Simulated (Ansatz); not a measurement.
# CuBiPbS3 (Aikinite): converging the G0W0 gap, part 2 of 2

Wanted: a G0W0 gap for CuBiPbS3 (Aikinite) that is converged in bands and cutoff, or an estimate of the limit.

Ansatz 0.2.0; G0W0 on LDA, plane waves, PAW. Known limits of the many-body steps: not at the basis limit; d shell near the gap, gap tends to lie low; no spin-orbit coupling; coarse k mesh.

So far. Step 4 (1393 empty bands, screening to 110 eV): Against the run with 2×4×2 mesh, 647 empty bands, screening to 66 eV, the gap moves by −0.13 eV.

In doubt: one-shot GW on d or f shells is unsure (steps 2, 3, 4, 5, 6), so the values of those runs are not to be relied on.

**5. Changing the frequency model: 2×4×2 mesh, 647 empty bands, screening to 66 eV, plasmon pole**

A plasmon pole stands in for the full frequency dependence of the screening; this run shows what that costs in accuracy. Bands and cutoff differ from the step before, so it is read against an earlier run that matches them.

Contents of input.yaml:

```yaml
crystal:
  lattice:
    - [11.638, 0.0, 0.0]
    - [0.0, 4.039, 0.0]
    - [0.0, 0.0, 11.319]
  atoms:
    - { symbol: Cu, position: [0.2338, 0.25, 0.2085] }
    - { symbol: Cu, position: [0.2662, 0.75, 0.7085] }
    - { symbol: Cu, position: [0.7338, 0.25, 0.2915] }
    - { symbol: Cu, position: [0.7662, 0.75, 0.7915] }
    - { symbol: Bi, position: [0.0189, 0.25, 0.6827] }
    - { symbol: Bi, position: [0.4811, 0.75, 0.1827] }
    - { symbol: Bi, position: [0.5189, 0.25, 0.8173] }
    - { symbol: Bi, position: [0.9811, 0.75, 0.3173] }
    - { symbol: Pb, position: [0.8329, 0.25, 0.0105] }
    - { symbol: Pb, position: [0.6671, 0.75, 0.5105] }
    - { symbol: Pb, position: [0.3329, 0.25, 0.4895] }
    - { symbol: Pb, position: [0.1671, 0.75, 0.9895] }
    - { symbol: S, position: [0.716, 0.25, 0.6986] }
    - { symbol: S, position: [0.784, 0.75, 0.1986] }
    - { symbol: S, position: [0.216, 0.25, 0.8014] }
    - { symbol: S, position: [0.284, 0.75, 0.3014] }
    - { symbol: S, position: [0.0467, 0.25, 0.14] }
    - { symbol: S, position: [0.4533, 0.75, 0.64] }
    - { symbol: S, position: [0.5467, 0.25, 0.36] }
    - { symbol: S, position: [0.9533, 0.75, 0.86] }
    - { symbol: S, position: [0.3775, 0.25, 0.0559] }
    - { symbol: S, position: [0.1225, 0.75, 0.5559] }
    - { symbol: S, position: [0.8775, 0.25, 0.4441] }
    - { symbol: S, position: [0.6225, 0.75, 0.9441] }
kpoints:
  mp_grid: { grid: [2, 4, 2] }
hamiltonian:
  xc: lda
scf:
  occupations: { method: fixed }
gw:
  n_empty_bands: 647
  ecut_chi: 66
  qp_bands: [v2, c2]
  qp_kpoints: band_edges
  screening: { model: godby_needs }
```

Command:

```bash
ansatz run input.yaml --threads 32 --pin off --max-ram 129024MiB --backend cuda --events-out ev --progress --plain --runs-dir out --devices 1 --max-vram 157GiB  # rebuilt from the run's record
```

Numbers of over 12 decimals in the logs are rounded to 6 here.

What it wrote:

```text
GPUs: using 1 of 1 available (devices: 1).
[...]
GPU FFT provider: cuFFT
GPU libraries: cuBLAS 13.8.1, cuFFT 12.4.0, cuSOLVER 12.3.2
[...]
Crystal: 24 atoms, lattice volume = 532.060 Å³
Basis set: ecut = 420 eV, 10407 PW (Γ)
Bands: 159, of which v1, the nominal top of the filled ones, is band 132 counted from 1 (131 counted from 0)
Symmetry: 8 space group operations
[...]
k-points: 12 of 16
[...]
1   134      9.7092   -10.6117    -2.8870   -13.9893  0.8011    10.2009    10.1998  root
[...]
11   131      8.2481   -30.6413     4.8642   -25.7443  0.7414     8.2153     8.2153  root
    11   132      8.2481   -30.6413     4.8642   -25.7443  0.7414     8.2153     8.2153  root
    11   133     10.5297   -10.4361    -3.2055   -14.1856  0.7965    11.0749    11.0738  root
    11   134     10.5297   -10.4361    -3.2055   -14.1856  0.7965    11.0749    11.0738  root
[key lines of the parts left out:]
SCF converged after 9 iterations
Free energy (F): -131419.119090 eV
Fermi energy:    9.023047 eV
```

Run time: 35 s. Hardware: 1 × NVIDIA GB200 with 32 threads of Arm Neoverse V2, shared host; peak memory 4.5 GiB.

This step gave:

| Property | Result |
| --- | --- |
| bands summed | 779 |
| plasmon-pole fit frequency | 26.16 eV |
| RPA ε∞ on this mesh (eigenvalues) | 16.71, 17.57, 17.96 |
| plane waves in the screening matrix | 649 |
| G0W0 gap on the mesh | 1.027 eV |
| k of the valence top | 0, 0, -0.5 |
| k of the conduction bottom | 0, 0.25, 0 |
| starting gap on the mesh | 0.5953 eV |
| least direct G0W0 gap on the computed points | 1.126 eV |

Against the run with 2×4×2 mesh, 647 empty bands, screening to 66 eV, the gap moves by −0.05 eV.

**6. Changing the files: 2×4×2 mesh, 647 empty bands, screening to 66 eV, hard PAW files**

Other atomic data (hard PAW) test the pseudisation: the cutoff goes from 420 to 700 eV and the valence electrons from 264 to 328, which opens shells that were frozen.

Changes to input.yaml since step 5:

```diff
@@ -34,2 +34,3 @@
   xc: lda
+  pseudopotentials: { kind: paw, source: ansatz }
 scf:
@@ -41,2 +42,2 @@
   qp_kpoints: band_edges
-  screening: { model: godby_needs }
+  screening: { model: contour_deformation }
```

What it wrote:

```text
GPUs: using 1 of 1 available (devices: 1).
[...]
Crystal: 24 atoms, lattice volume = 532.060 Å³
Basis set: ecut = 700 eV, 22375 PW (Γ)
Bands: 197, of which v1, the nominal top of the filled ones, is band 164 counted from 1 (163 counted from 0)
Symmetry: 8 space group operations
[...]
k-points: 12 of 16
[...]
1   166     10.6374   -10.5954    -2.8813   -13.9728  0.7709    11.1390    11.1334  root
[...]
11   163      9.1739   -30.6480     4.8592   -25.7491  0.6798     9.1342     9.1343  root
    11   164      9.1739   -30.6480     4.8592   -25.7491  0.6798     9.1342     9.1343  root
    11   165     11.4573   -10.4240    -3.2182   -14.1725  0.7635    11.9957    11.9878  root
    11   166     11.4573   -10.4240    -3.2182   -14.1725  0.7635    11.9957    11.9878  root
[key lines of the parts left out:]
SCF converged after 11 iterations
Free energy (F): -159651.527719 eV
Fermi energy:    9.948546 eV
```

Wall time 66 s (1 × NVIDIA GB200 with 32 threads); peak memory 8.4 GiB; 3 min of CPU time.

Numbers from this step:

* bands summed: 811
* RPA ε∞ on this mesh (eigenvalues): 16.66, 17.52, 17.91
* plane waves in the screening matrix: 649
* G0W0 gap on the mesh: 1.069 eV
* k of the valence top: 0, 0, -0.5
* k of the conduction bottom: 0, 0.25, 0
* starting gap on the mesh: 0.5978 eV
* least direct G0W0 gap on the computed points: 1.165 eV

Against the run with 2×4×2 mesh, 647 empty bands, screening to 66 eV, the gap moves by −0.004 eV.

**7. The runs together**

Times are wall times on 1 × NVIDIA GB200 with 32 threads of Arm Neoverse V2, shared host, good to a factor of about two.

| mesh | files | frequency | bands summed | cutoff (eV) | start (eV) | G0W0 (eV) | time | host memory (GiB) |
| --- | --- | --- | --- | --- | --- | --- | --- | --- |
| 2×4×2 | default PAW | contour deformation | 361 | 33 | 0.595 | 1.449 | 23 s | 2.7 |
| 2×4×2 | default PAW | contour deformation | 779 | 66 | 0.595 | 1.073 | 37 s | 4.5 |
| 2×4×2 | default PAW | contour deformation | 1525 | 110 | 0.595 | 0.944 | 94 s | 8.9 |
| 2×4×2 | default PAW | plasmon pole | 779 | 66 | 0.595 | 1.027 | 35 s | 4.5 |
| 2×4×2 | hard PAW | contour deformation | 811 | 66 | 0.598 | 1.069 | 66 s | 8.4 |

How the two edges are built up, in eV (the quasiparticle level is the starting level plus Σx plus Σc less Vxc):

| run | edge | start | Σx | Σc | Vxc | Z | QP |
| --- | --- | --- | --- | --- | --- | --- | --- |
| 361 bands | valence top | 9.02 | -28.09 | 3.74 | -24.28 | 0.72 | 8.95 |
| 361 bands | conduction bottom | 9.62 | -10.24 | -2.67 | -13.68 | 0.78 | 10.40 |
| 779 bands | valence top | 9.02 | -28.09 | 3.83 | -24.28 | 0.71 | 9.04 |
| 779 bands | conduction bottom | 9.62 | -10.24 | -2.95 | -13.68 | 0.77 | 10.11 |
| 1525 bands | valence top | 9.02 | -28.09 | 3.77 | -24.28 | 0.70 | 8.98 |
| 1525 bands | conduction bottom | 9.62 | -10.24 | -3.15 | -13.68 | 0.77 | 9.92 |

**8. What came out**

- 361 bands, 33 eV: 1.449 eV
- 779 bands, 66 eV: 1.073 eV
- 1525 bands, 110 eV: 0.944 eV
- estimated limit in bands and cutoff: 0.81 eV
- mesh and start: 2×4×2, LDA

In words: A line in one over the bands through the two highest rungs gives 0.81 eV, −0.13 eV from the top rung; the pair below gives 0.75 eV, in fair agreement. The rungs stand 0.64 eV (361 bands), 0.26 eV (779 bands) and 0.13 eV (1525 bands) from it. From 361 to 1525 bands the gap moves by −0.51 eV while the time grows 4.1-fold. Σc changes by +0.03 eV at the valence top and −0.48 eV at the conduction bottom, so the conduction edge carries most of the change. The plasmon-pole model gives −0.05 eV against contour deformation, 10 % of the correction, and saved no time in this program. Hard PAW files move the gap by −0.004 eV at equal bands and cutoff, +0.003 eV of it in the start. The 2×4×2 mesh is coarse for this cell (its supercell is 16 Å along the shortest edge). The RPA ε∞ on it, from the LDA start, is 16.67, 17.48 and 17.88; such meshes misread the long-range screening, most where the gap is narrow. Where an edge is built on 6p states of lead, bismuth or thallium, scalar-relativistic gaps usually stand too wide, by a few tenths to over one eV. A d shell, filled or nearly so, lies near the gap. One-shot GW converges very slowly in bands there, not always from below, and on a semilocal start the gap tends to come out low; starts rich in exact exchange can overshoot instead. The many-body steps are scalar-relativistic: spin-orbit coupling is not in them.

[Paths, hosts, dates, memory and timing lines, banners, echoed tables and standing remarks are left out of the program output.]

[Logs are printed without paths, hosts, clocks, repeated set-up lines and the standing remarks that a program may print on its own settings, such as how far it seeks lower states.]

[Runs of the session that timed out or met a known fault of the program may be left out.]

[Cells called generated may have been cut or substituted from an entry of the Crystallography Open Database or the Materials Project.]

[Hosts, paths, dates, database ids (printed as entryN), source tags and the programs' standing remarks are cut or masked in the printed files.]
